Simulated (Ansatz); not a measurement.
**Simulated XPS, UPS and emission spectra of SnO2**

Aim: the valence spectrum of SnO2 from He I to hard X-rays, and which orbitals make each feature.

From the literature, measured:
- Spin–orbit splitting, Sn 3d5/2 to Sn 3d3/2 core-level splitting: 8.4 eV (XPS, monochromatic Al K-alpha; annealed at 950 C; same value for the other samples; 300 K; same value given for all three samples). “Structural and electronic phase evolution of Tin dioxide”, 2016, arxiv:1606.08137.

Calculated with Ansatz 0.2.0; DFT, PBE, plane-wave PAW, default files, scalar-relativistic, in the first sound run; inputs show where later runs differ.

## (1) The starting structure

The structure is tetragonal, space group P4_2/mnm (No. 136). Conventional cell: a = 4.738 Å, b = 4.738 Å, c = 3.187 Å, α = 90.00°, β = 90.00°, γ = 90.00°. Sn has 6 O at 2.05 to 2.06 Å nearest. Nearest to O lie 3 Sn at 2.05 to 2.06 Å. Farther neighbours and most contacts between anions are not listed.

## (2) Self-consistent run, DOS and bands

The base run gives the projected DOS, from which the spectra are built. The DOS is taken on a denser mesh than the density.

The input, input.yaml:

```yaml
crystal:
  lattice:
    - [4.738, 0.0, 0.0]
    - [0.0, 4.738, 0.0]
    - [0.0, 0.0, 3.1865]
  atoms:
    - { symbol: Sn, position: [0.5, 0.5, 0.5] }
    - { symbol: Sn, position: [0.0, 0.0, 0.0] }
    - { symbol: O, position: [0.8071, 0.1929, 0.5] }
    - { symbol: O, position: [0.6929, 0.6929, 0.0] }
    - { symbol: O, position: [0.1929, 0.8071, 0.5] }
    - { symbol: O, position: [0.3071, 0.3071, 0.0] }
kpoints:
  mp_grid: { grid: [6, 6, 8] }
  band_path:
    path:
      - [[0.0, 0.0, 0.0], [0.0, 0.5, 0.0], [0.5, 0.5, 0.0], [0.0, 0.0, 0.0], [0.0, 0.0, 0.5], [0.0, 0.5, 0.5], [0.5, 0.5, 0.5], [0.0, 0.0, 0.5]]
      - [[0.0, 0.5, 0.0], [0.0, 0.5, 0.5]]
      - [[0.5, 0.5, 0.0], [0.5, 0.5, 0.5]]
    npoints: 10
scf:
  occupations: { method: fermi_dirac, width: 0.02 }
  n_extra_bands: 16
hamiltonian:
  xc: pbe
  pseudopotentials: { kind: paw }
output:
  forces: true
  stress: true
  dos:
    projected: true
    de: 0.05
    e_range: [-30, 12]
    nscf_kmesh: { grid: [10, 10, 14] }
  fatbands: true
```

Run with:

```
> ansatz run input.yaml --threads 2 --pin off --max-ram 4096MiB --backend cpu --events-out ev --progress --plain --runs-dir out
```

Numbers of over 12 decimals in the logs are rounded to 6 here.

Log:

```text
scf.n_extra_bands = 16 over 26 filled bands (N_el = 52.0): the run solves 42 bands
Engine: ansatz 0.2.0, x86_64-unknown-linux-gnu
Pseudopotentials: kind: paw
Pseudopotential: Sn, paw, valence charge 14, recommended cutoff 420 eV (normal), Sn.paw.azcp
Pseudopotential: O, paw, valence charge 6, recommended cutoff 420 eV (normal), O.paw.azcp
Functional definition: PBE
  parameter kappa = 0.804
  parameter beta = 0.066725
  exchange = pbe_x(kappa = kappa, mu = beta*pi^2/3)
  correlation = pbe_c(beta = beta)
Crystal: 6 atoms, lattice volume = 71.533 Å³
Basis set: ecut = 420 eV, 1411 PW (Γ), exchange–correlation on 64×64×48 points (8 copies of the dense FFT grid, shifted against one another)
Bands: 42, of which v1, the nominal top of the filled ones, is band 26 counted from 1 (25 counted from 0)
Symmetry: 16 space group operations
Space group: P42/mnm (ITA 136), of the structure as read, at distance tolerance 4.2e-5 Å
k-points: 50 of 288
Non-local potential: Sn, projectors of the file, l = 0: 2, l = 1: 2, l = 2: 2, l = 3: 2
Non-local potential: O, projectors of the file, l = 0: 2, l = 1: 2, l = 2: 1
PAW form: soft (Blöchl's): semilocal exchange-correlation on the pseudo side does not see the compensation charge
PAW one-centre angular grid: Sn, 590 points (default); XC on 64 Gauss nodes
PAW one-centre angular grid: O, 110 points (default); XC on 64 Gauss nodes
Initial density: superposition of atomic densities (neutral atoms: chi_scale 0, normalization atom), corrected by the library's trained network
Initial wavefunctions: pseudopotential atomic-orbital guess
Functional: x = pbe(κ = 0.804, μ = 0.219515), c = pbe(β = 0.066725)
SCF iter   1: F=—  HF=-14317.837930 eV  |F-HF|=—  |Δ(HF+E_count)|=         —  Δρ=1.08e-3  dr2=2.46e-4  ethr=1.77e-3  ⟨swp⟩=5.9  Hψ=9365  notcnv=0  defer=188
preconditioner: auto → Resta (q_TF=auto, 2.587 Å⁻¹)  ε∞=2.7  [insulator: Δε(μ)=1.283 eV  Ē_g=24.039 eV  σ=0.020 eV  W_gap=1.00  n_scr=18 (ndim 8)  ℏωp=31.7 eV  f_vac=0.027  D(μ)=0.00/eV (n_scr^D=0)  ε∞_Penn≈2.7]
SCF iter   2: F=—  HF=-14317.839254 eV  |F-HF|=—  |Δ(HF+E_count)|=   1.32e-3  Δρ=5.81e-4  dr2=7.37e-5  ethr=4.73e-7  ⟨swp⟩=2.6  Hψ=3993  notcnv=0  defer=417
SCF iter   3: F=—  HF=-14317.839519 eV  |F-HF|=—  |Δ(HF+E_count)|=   2.64e-4  Δρ=1.87e-4  dr2=1.98e-5  ethr=1.42e-7  ⟨swp⟩=2.9  Hψ=2807  notcnv=0  defer=417
SCF iter   4: F=—  HF=-14317.839523 eV  |F-HF|=—  |Δ(HF+E_count)|=   3.96e-6  Δρ=3.98e-5  dr2=4.75e-7  ethr=3.80e-8  ⟨swp⟩=2.0  Hψ=2188  notcnv=0  defer=417
iter 5 did not close the SCF: its close was put off for the readings that it lacked (scf_convergence_deferred on its scf_iter line)
SCF iter   5: F=-14317.839524 eV  HF=-14317.839523 eV  |F-HF|=2.57e-7  |Δ(HF+E_count)|=   8.48e-7  Δρ=1.57e-5  dr2=7.66e-8  ethr=9.14e-10  ⟨swp⟩=2.0  Hψ=2738  notcnv=0  defer=417
SCF iter   6: F=-14317.839524 eV  HF=-14317.839524 eV  |F-HF|=8.57e-9  |Δ(HF+E_count)|=   2.69e-7  Δρ=2.94e-6  dr2=3.08e-9  ethr=1.47e-10  ⟨swp⟩=10.0  Hψ=11369  notcnv=0
SCF 1 converged in 6 iterations: F = -14317.839524 eV  dr2 = 3.08e-9
  greatest PAW one-centre occupation: 0.996 electrons in one spin orbital (limit 2), on the Sn atom at site 1 (counted from 0), in its partial waves of l = 2
NSCF: frozen V_eff on 93 k-points
NSCF: frozen V_eff on 168 k-points
SCF converged after 6 iterations
Free energy (F): -14317.839524 eV
Harris-Foulkes:  -14317.839524 eV  (|F-HF|=8.57e-9)
Internal energy: -14317.839524 eV  (E = F + TS)
E sigma→0 (E₀):  -14317.839524 eV
Fermi energy:    10.167741 eV
--- Per-component energies (eV) ---
  E_band       = -114.470393
  E_kinetic    = 1085.321717
  E_local      = -2860.960388  (includes V_loc(G=0)·N_el)
  E_nonlocal   = 134.899752
  E_hartree    = 1491.154652
  E_xc         = -1054.968952
  E_vxc        = -564.083463  (∫ρ·V_xc dr)
  E_paw        = -8930.444541  (= ΣΔE_a)
  E_vpaw       = -891.967673  (= ΣTr[D̂ρ^β])
  E_aug_tail   = 0.010016  (compensation charges beyond the density's cutoff)
  E_ewald      = -4182.851779
  E_smearing   = -0.000000  (= −TS)
  E_closure    = -0.000000  (closes the sum)
  Σ components = -14317.839524   (vs F -14317.839524, Δ=0.00e0)
--- Forces (eV/Å), atoms counted from 1 ---
  atom   1  Sn     0.00000000    -0.00000000    -0.00000000
  atom   2  Sn     0.00000000    -0.00000000     0.00000000
  atom   3  O     -0.19464794     0.19464794     0.00000000
  atom   4  O      0.19464794     0.19464794    -0.00000000
  atom   5  O      0.19464794    -0.19464794    -0.00000000
  atom   6  O     -0.19464794    -0.19464794     0.00000000
  max |Σ_I F_I| component: 5.55e-17 eV/Å
--- Stress (GPa, compression-positive) ---
       10.098279       0.000000       0.000000
        0.000000      10.098279       0.000000
        0.000000       0.000000      13.047051
  P = ⅓ Tr σ = 11.0812 GPa (110.812 kbar)
--- Band table (eV; the first three rows and the last of 50) ---
  k-point 0: bands = [... 22 lower, 8.3043, 8.7527, 8.7527, 9.5266, 10.8087, 15.6950, 15.8965, 15.8965, ... 12 higher]
  k-point 1: bands = [... 22 lower, 7.7254, 8.7887, 8.7887, 9.3960, 11.7694, 16.0127, 16.5476, 16.5476, ... 12 higher]
  k-point 2: bands = [... 22 lower, 7.0099, 8.6885, 8.6885, 9.0265, 13.3846, 16.4831, 17.9792, 17.9792, ... 12 higher]
  k-point 49: bands = [... 22 lower, 8.5576, 8.5576, 8.6922, 8.6922, 14.4668, 14.4668, 18.4241, 18.4241, ... 12 higher]
```

Run time: 16 s. Hardware: 2 threads of Intel Xeon Platinum 8259CL at 2.50GHz (Skylake/Cascade Lake), shared host; peak memory 0.54 GiB; 32 s of CPU time.

Numbers from this step:

* free energy: -14317.8395 eV
* Fermi energy: 10.17 eV
* symmetry operations: 16
* pressure: 11.08 GPa
* gap on the k-mesh: 1.282 eV
* zero of energy: valence-band maximum
* share of occupied states in no projected shell: 0.0044 of the occupied states in the window
* gap on the path: 1.282 eV
* least direct gap on the path: 1.282 eV
* valence top on path: 0 eV

The electronic bands at the labelled points (eV, zero at the valence-band maximum; v1 is the highest filled band, c1 the lowest empty one):

| point | v4 | v3 | v2 | v1 | c1 | c2 |
| --- | --- | --- | --- | --- | --- | --- |
| Γ | -1.22 | -0.77 | -0.77 | 0.00 | 1.28 | 6.17 |
| halfway | -1.21 | -1.19 | -0.74 | -0.29 | 2.57 | 5.71 |
| X | -1.18 | -1.18 | -0.63 | -0.63 | 4.45 | 4.45 |
| halfway | -1.24 | -1.24 | -0.77 | -0.77 | 4.65 | 4.65 |
| M | -1.30 | -1.30 | -0.90 | -0.90 | 4.85 | 4.85 |
| halfway | -1.26 | -1.18 | -0.83 | -0.48 | 3.35 | 5.44 |
| Γ | -1.22 | -0.77 | -0.77 | 0.00 | 1.28 | 6.17 |
| halfway | -2.52 | -0.84 | -0.84 | -0.50 | 3.86 | 6.96 |
| Z | -1.65 | -1.65 | -1.26 | -1.26 | 6.24 | 6.24 |
| halfway | -1.42 | -1.42 | -1.12 | -1.12 | 6.35 | 6.35 |
| R | -1.10 | -1.10 | -0.69 | -0.69 | 6.52 | 6.52 |
| halfway | -1.02 | -1.02 | -0.98 | -0.98 | 5.55 | 5.55 |
| A | -0.97 | -0.97 | -0.83 | -0.83 | 4.94 | 4.94 |
| halfway | -1.26 | -1.25 | -1.04 | -0.97 | 5.72 | 6.25 |
| Z | -1.65 | -1.65 | -1.26 | -1.26 | 6.24 | 6.24 |
| jump to X | -1.18 | -1.18 | -0.63 | -0.63 | 4.45 | 4.45 |
| halfway | -1.26 | -1.26 | -0.83 | -0.83 | 5.60 | 5.60 |
| R | -1.10 | -1.10 | -0.69 | -0.69 | 6.52 | 6.52 |
| jump to M | -1.30 | -1.30 | -0.90 | -0.90 | 4.85 | 4.85 |
| halfway | -0.87 | -0.87 | -0.86 | -0.86 | 5.18 | 5.18 |
| A | -0.97 | -0.97 | -0.83 | -0.83 | 4.94 | 4.94 |

Of the projections kept (Sn s, Sn p, O s, O p, not projected), the largest for each band there; the rest of the weight can lie on other orbitals:

| point | v4 | v3 | v2 | v1 | c1 | c2 |
| --- | --- | --- | --- | --- | --- | --- |
| Γ | O p 0.96 | O p 0.99 | O p 0.99 | O p 1.00 | Sn s 0.64 | Sn s 0.47 |
| X | O p 0.97 | O p 0.97 | O p 0.97 | O p 0.97 | Sn s 0.38 | Sn s 0.38 |
| M | O p 0.96 | O p 0.96 | O p 0.98 | O p 0.98 | Sn s 0.53 | Sn s 0.53 |
| Γ | O p 0.96 | O p 0.99 | O p 0.99 | O p 1.00 | Sn s 0.64 | Sn s 0.47 |
| Z | O p 0.98 | O p 0.98 | O p 0.97 | O p 0.97 | Sn s 0.52 | Sn s 0.52 |
| R | O p 0.99 | O p 0.99 | O p 0.97 | O p 0.97 | Sn s 0.54 | Sn s 0.54 |

The DOS has structure finer than the step of the table below, so its rows give means over 1 eV, whole bins alone (the curve runs from -22.6 to 12.6 eV). Peaks (eV: height): total -20.9: 11.6, -19.9: 66.6, -0.8: 12.3, 12.5: 12.2; O 2p -1.7: 6.00, -1.1: 9.03, -0.8: 12.1; Sn 5p 8.7: 1.75, 10.9: 2.72, 11.4: 1.90, 12.1: 2.33; Sn 5s -18.4: 0.179, -7.5: 0.790, 5.2: 1.05, 6.5: 0.688; O 2s -20.9: 2.15, -17.1: 2.53, -15.6: 5.04.

DOS against E, zero at the valence-band maximum; means over each step; values in states/eV/cell:

| E (eV) | total | O 2p | Sn 5p | Sn 5s | O 2s | Sn 4d |
| --- | --- | --- | --- | --- | --- | --- |
| -22 | 0 | 0 | 0 | 0 | 0 | 0 |
| -21 | 3.87 | 0.0306 | 0.0471 | 0.0263 | 0.671 | 3.09 |
| -20 | 16.1 | 0.141 | 0.0596 | 0.0202 | 0.242 | 15.7 |
| -19 | 0.290 | 0.00152 | 0.0300 | 0.0607 | 0.167 | 0.0296 |
| -18 | 1.74 | 0.0183 | 0.318 | 0.171 | 1.10 | 0.122 |
| -17 | 2.49 | 0.0299 | 0.406 | 0.0996 | 1.69 | 0.254 |
| -16 | 2.81 | 0.0240 | 0.231 | 0.0348 | 2.03 | 0.481 |
| -15 | 0.672 | 0.00782 | 0.0195 | 0.0222 | 0.482 | 0.138 |
| -14 | 0 | 0 | 0 | 0 | 0 | 0 |
| -13 | 0 | 0 | 0 | 0 | 0 | 0 |
| -12 | 0 | 0 | 0 | 0 | 0 | 0 |
| -11 | 0 | 0 | 0 | 0 | 0 | 0 |
| -10 | 0 | 0 | 0 | 0 | 0 | 0 |
| -9 | 0 | 0 | 0 | 0 | 0 | 0 |
| -8 | 0.757 | 0.440 | 0.0211 | 0.267 | 0.0225 | 0.00387 |
| -7 | 1.79 | 1.06 | 0.0653 | 0.564 | 0.0874 | 0.0114 |
| -6 | 1.01 | 0.628 | 0.0580 | 0.237 | 0.0706 | 0.00949 |
| -5 | 2.07 | 1.51 | 0.374 | 0.0952 | 0.0559 | 0.0131 |
| -4 | 3.54 | 2.74 | 0.595 | 0.0646 | 0.0829 | 0.0223 |
| -3 | 3.07 | 2.55 | 0.346 | 0.0285 | 0.0839 | 0.0278 |
| -2 | 4.00 | 3.64 | 0.174 | 0.0181 | 0.0638 | 0.0504 |
| -1 | 7.34 | 7.12 | 0.0437 | 0.00993 | 0.0171 | 0.0633 |
| 0 | 0.437 | 0.429 | 0.00343 | 1.5e-4 | 0.00113 | 5.9e-4 |
| 1 | 9.4e-4 | 7.1e-5 | 9.7e-6 | 5.7e-4 | 2.8e-4 | 0 |
| 2 | 0.0628 | 0.0116 | 0.00244 | 0.0321 | 0.0161 | 0 |
| 3 | 0.187 | 0.0494 | 0.0124 | 0.0838 | 0.0397 | 1.7e-4 |
| 4 | 0.433 | 0.133 | 0.0345 | 0.185 | 0.0728 | 6.3e-4 |
| 5 | 1.47 | 0.466 | 0.134 | 0.665 | 0.164 | 0.00243 |
| 6 | 1.47 | 0.500 | 0.133 | 0.680 | 0.103 | 0.00145 |
| 7 | 1.20 | 0.227 | 0.566 | 0.239 | 0.0989 | 5.8e-4 |
| 8 | 1.34 | 0.176 | 0.890 | 0.0501 | 0.154 | 8.4e-4 |
| 9 | 2.02 | 0.286 | 1.29 | 0.0986 | 0.197 | 0.00140 |
| 10 | 1.51 | 0.227 | 1.01 | 0.0579 | 0.0713 | 6.3e-4 |
| 11 | 2.83 | 0.473 | 1.90 | 0.0606 | 0.0717 | 8.1e-4 |
| 12 | 4.07 | 0.425 | 1.69 | 0.0406 | 0.0313 | 7.6e-4 |

Sums over each group's atoms; a table of it gives point samples, which can step over narrow peaks. The DOS of the group by E, zero at the valence-band maximum; values in states/eV:

| E (eV) | O3: O 2p | Sn1: Sn 5p | Sn1: Sn 5s | O3: O 2s | Sn1: Sn 4d |
| --- | --- | --- | --- | --- | --- |
| -22 | 0 | 0 | 0 | 0 | 0 |
| -21 | 0.0296 | 0.0564 | 0.0355 | 1.20 | 4.93 |
| -20 | 0.264 | 0.0623 | 0.0271 | 0.182 | 32.2 |
| -19 | 1.6e-4 | 0.00343 | 0.0240 | 0.0517 | 0.0121 |
| -18 | 0.0178 | 0.292 | 0.173 | 0.999 | 0.114 |
| -17 | 0.0338 | 0.415 | 0.104 | 1.78 | 0.286 |
| -16 | 0.0175 | 0.202 | 0.0207 | 1.52 | 0.339 |
| -15 | 0 | 0 | 0 | 0 | 0 |
| -14 | 0 | 0 | 0 | 0 | 0 |
| -13 | 0 | 0 | 0 | 0 | 0 |
| -12 | 0 | 0 | 0 | 0 | 0 |
| -11 | 0 | 0 | 0 | 0 | 0 |
| -10 | 0 | 0 | 0 | 0 | 0 |
| -9 | 0 | 0 | 0 | 0 | 0 |
| -8 | 0.321 | 0.0101 | 0.203 | 0.0201 | 0.00388 |
| -7 | 1.08 | 0.0661 | 0.578 | 0.0956 | 0.0125 |
| -6 | 0.617 | 0.0560 | 0.231 | 0.0713 | 0.00958 |
| -5 | 1.68 | 0.432 | 0.0920 | 0.0538 | 0.0141 |
| -4 | 3.15 | 0.702 | 0.0632 | 0.0891 | 0.0233 |
| -3 | 2.68 | 0.344 | 0.0252 | 0.0845 | 0.0285 |
| -2 | 3.33 | 0.182 | 0.0184 | 0.0729 | 0.0477 |
| -1 | 8.47 | 0.0381 | 0.0119 | 0.0149 | 0.0667 |
| 0 | 0.131 | 7.7e-4 | 3.9e-5 | 2.6e-4 | 4.3e-5 |
| 1 | 0 | 0 | 0 | 0 | 0 |
| 2 | 0.0106 | 0.00213 | 0.0320 | 0.0160 | 0 |
| 3 | 0.0478 | 0.0120 | 0.0821 | 0.0392 | 1.6e-4 |
| 4 | 0.128 | 0.0337 | 0.179 | 0.0720 | 5.9e-4 |
| 5 | 0.494 | 0.133 | 0.713 | 0.177 | 0.00291 |
| 6 | 0.502 | 0.133 | 0.678 | 0.102 | 0.00144 |
| 7 | 0.139 | 0.544 | 0.141 | 0.0901 | 4.3e-4 |
| 8 | 0.142 | 0.686 | 0.0311 | 0.109 | 7.5e-4 |
| 9 | 0.301 | 1.33 | 0.0841 | 0.198 | 0.00155 |
| 10 | 0.198 | 0.900 | 0.0550 | 0.0642 | 5.5e-4 |
| 11 | 0.471 | 1.87 | 0.0444 | 0.0590 | 6.8e-4 |
| 12 | 0.514 | 2.09 | 0.0313 | 0.0295 | 5.9e-4 |

Simulated valence spectra by photon energy, shown to 13 eV, since a deeper line would dwarf them at some energies; the 100 % can be that line's tail at the edge; this run's widths, added to any smearing of the DOS itself: Gaussian 0.2 eV, Lorentzian 0.05 eV plus 0.03 an eV of depth. Table of intensity by binding energy, zero at the valence-band maximum; values in % of the maximum within 13 eV:

| binding energy (eV) | 60 eV | 1486.7 eV | 5414.7 eV |
| --- | --- | --- | --- |
| -1.0 | 0.645 | 3.25 | 1.12 |
| -0.5 | 0.984 | 3.72 | 1.28 |
| 0.0 | 3.39 | 5.56 | 1.70 |
| 0.5 | 30.9 | 25.2 | 5.73 |
| 1.0 | 90.8 | 82.6 | 18.7 |
| 1.5 | 58.7 | 76.1 | 22.3 |
| 2.0 | 39.8 | 67.9 | 26.5 |
| 2.5 | 30.1 | 60.8 | 28.6 |
| 3.0 | 30.7 | 66.6 | 34.3 |
| 3.5 | 30.6 | 75.3 | 43.8 |
| 4.0 | 33.8 | 86.3 | 54.8 |
| 4.5 | 23.3 | 68.3 | 46.0 |
| 5.0 | 18.5 | 60.2 | 43.1 |
| 5.5 | 10.2 | 47.1 | 37.9 |
| 6.0 | 8.82 | 53.2 | 47.8 |
| 6.5 | 10.5 | 68.5 | 67.1 |
| 7.0 | 12.8 | 87.4 | 91.8 |
| 7.5 | 12.7 | 88.0 | 97.7 |
| 8.0 | 5.20 | 39.6 | 39.6 |
| 8.5 | 1.50 | 14.7 | 9.28 |
| 9.0 | 1.07 | 12.5 | 5.83 |
| 9.5 | 0.972 | 12.5 | 5.02 |
| 10.0 | 0.967 | 13.3 | 4.89 |
| 10.5 | 1.01 | 14.6 | 5.09 |
| 11.0 | 1.09 | 16.3 | 5.51 |
| 11.5 | 1.20 | 18.5 | 6.15 |
| 12.0 | 1.36 | 21.4 | 7.05 |
| 12.5 | 1.57 | 25.2 | 8.30 |

Maxima picked by a test of local sharpness, so broad peaks and shoulders can be missing; peaks within 0.45 eV of a curve's cut are left out. Valence peaks, by row:

| photon energy (eV) | binding energy (eV) | height (% of the maximum within 13 eV) | main shell | its share (%) |
| --- | --- | --- | --- | --- |
| 60 | 19.91 | 416.3 | Sn 4d | 99.32 |
| 60 | 17.31 | 25.51 | Sn 4d | 59.4 |
| 60 | 15.61 | 31.62 | Sn 4d | 59.81 |
| 60 | 3.855 | 35.15 | O 2p | 94.94 |
| 60 | 2.955 | 31.02 | O 2p | 94.48 |
| 60 | 1.655 | 57.99 | O 2p | 95.38 |
| 60 | 1.155 | 91.08 | O 2p | 96.53 |
| 60 | 0.8554 | 100 | O 2p | 98.02 |
| 1487 | 19.91 | 6315 | Sn 4d | 99.24 |
| 1487 | 17.31 | 514.9 | O 2s | 48.59 |
| 1487 | 15.61 | 615.4 | O 2s | 50.86 |
| 1487 | 7.355 | 90.64 | Sn 5s | 65.21 |
| 1487 | 3.855 | 88.94 | Sn 5p | 39.74 |
| 1487 | 1.705 | 79.07 | Sn 4d | 44.71 |
| 1487 | 1.205 | 100 | Sn 4d | 48.88 |
| 1487 | 0.8554 | 81.68 | O 2p | 58.24 |
| 5415 | 19.91 | 1717 | Sn 4d | 98.54 |
| 5415 | 17.31 | 211.5 | O 2s | 52.04 |
| 5415 | 15.61 | 232.6 | O 2s | 59.19 |
| 5415 | 7.405 | 100 | Sn 5s | 88.39 |
| 5415 | 3.905 | 55.67 | Sn 5p | 60.1 |
| 5415 | 1.255 | 25.12 | Sn 4d | 53.71 |

The intensity has structure finer than the step of the table below, so its rows give means over 1 eV, whole bins alone (the curve runs from -22.6 to 1.42 eV). Peaks (eV: height): O K -0.9: 99.9; O K, E along x -0.9: 133; O K, E along y -0.9: 133; O K, E along z -3.9: 51.7, -1.3: 87.2.

Shapes are the site's partial DOS without matrix elements, which overweights lines from ligand s bands. Intensity against emission energy less the core level's binding energy, zero at the valence-band maximum; means over each step; values in % of the unpolarised maximum:

| emission energy less the core level's binding energy (eV) | O K | O K, E along x | O K, E along y | O K, E along z |
| --- | --- | --- | --- | --- |
| -22 | 0.132 | 0.127 | 0.127 | 0.143 |
| -21 | 0.553 | 0.525 | 0.525 | 0.608 |
| -20 | 1.14 | 1.08 | 1.08 | 1.28 |
| -19 | 0.332 | 0.327 | 0.327 | 0.341 |
| -18 | 0.318 | 0.341 | 0.341 | 0.272 |
| -17 | 0.385 | 0.432 | 0.432 | 0.290 |
| -16 | 0.339 | 0.325 | 0.325 | 0.368 |
| -15 | 0.216 | 0.191 | 0.191 | 0.265 |
| -14 | 0.127 | 0.121 | 0.121 | 0.139 |
| -13 | 0.139 | 0.133 | 0.133 | 0.151 |
| -12 | 0.174 | 0.166 | 0.166 | 0.189 |
| -11 | 0.238 | 0.227 | 0.227 | 0.259 |
| -10 | 0.370 | 0.354 | 0.354 | 0.402 |
| -9 | 0.799 | 0.780 | 0.780 | 0.837 |
| -8 | 5.94 | 5.90 | 5.90 | 6.02 |
| -7 | 12.2 | 11.3 | 11.3 | 14.1 |
| -6 | 9.74 | 9.99 | 9.99 | 9.25 |
| -5 | 19.3 | 16.7 | 16.7 | 24.4 |
| -4 | 33.1 | 25.2 | 25.2 | 48.9 |
| -3 | 33.1 | 27.1 | 27.1 | 45.1 |
| -2 | 47.2 | 50.0 | 50.0 | 41.5 |
| -1 | 82.2 | 98.6 | 98.6 | 49.3 |
| 0 | 11.0 | 14.7 | 14.7 | 3.48 |

Sums over each group's atoms; left-over states aren't shared out by site. Site centres, by row:

| group | element | shell | occupied states | centre of occupied part (eV) | centre up to the window's top (eV) |
| --- | --- | --- | --- | --- | --- |
| Sn1 | Sn | 5s | 1.718 | -9.377 | -0.7062 |
| Sn1 | Sn | 5p | 2.792 | -9.319 | 4.904 |
| Sn1 | Sn | 4d | 19.99 | -19.73 | -19.72 |
| O3 | O | 2s | 6.869 | -16.37 | -13.29 |
| O3 | O | 2p | 20.37 | -2.937 | -1.483 |

Window up to 12.6 eV. Shell moments, by row:

| element | shell | occupied states an atom | centre of occupied part (eV) | rms width of occupied part (eV) | centre up to the window's top (eV) | rms width up to the window's top (eV) |
| --- | --- | --- | --- | --- | --- | --- |
| Sn | 5s | 0.8592 | -9.377 | 5.115 | -0.7062 | 8.49 |
| Sn | 5p | 1.396 | -9.319 | 6.716 | 4.904 | 9.276 |
| Sn | 4d | 9.993 | -19.73 | 1.946 | -19.72 | 2.04 |
| O | 2s | 1.717 | -16.37 | 3.659 | -13.29 | 8.704 |
| O | 2p | 5.092 | -2.937 | 2.657 | -1.483 | 4.613 |

The spectra weight each projected shell by its atomic cross section (Dirac–Hartree–Slater) and angular factor, for linear light with the analyser at 10° from the polarisation. Broadening, on top of any smearing of the DOS itself: a Gaussian of 0.2 eV and a Lorentzian of 0.05 eV plus 0.03 times the binding energy (full widths), Fermi edge at 20 K. Curves are cut 10 eV under the photon energy, above any shell that the free atom's threshold puts out of reach, or at the lower edge of the window: 22.6 eV at 60 eV, 22.6 eV at 1486.7 eV and 22.6 eV at 5414.7 eV. Dipole terms alone, which is rough above 3 keV; no background, satellites or final-state effects.

Share of each shell in the spectrum's area (%), by photon energy:

| shell | 60 eV | 1486.7 eV | 5414.7 eV |
| --- | --- | --- | --- |
| Sn 5s | 0.1 | 1.6 | 7.6 |
| Sn 5p | 0.1 | 1.4 | 4.2 |
| Sn 4d | 69.7 | 86.1 | 74.1 |
| O 2s | 4.7 | 9.8 | 13.8 |
| O 2p | 25.4 | 1.0 | 0.3 |

At this lattice the functional leaves a pressure of 11.1 GPa, which widens the bands against the functional's own equilibrium.

(Part 1 of 5 ends here.)

[Logs are printed without paths, hosts, clocks, repeated set-up lines and the standing remarks that a program may print on its own settings, such as how far it seeks lower states.]

[Hosts, paths, dates, database ids (printed as entryN), source tags and the programs' standing remarks are cut or masked in the printed files.]

[Maps of the electrostatic potential energy from Ansatz leave out the sawtooth potential of an applied field or a dipole correction, so their vacuum need not be flat; work functions include it.]

[Peak lists hold at most the 14 tallest peaks of each spectrum; further lines can be left out.]
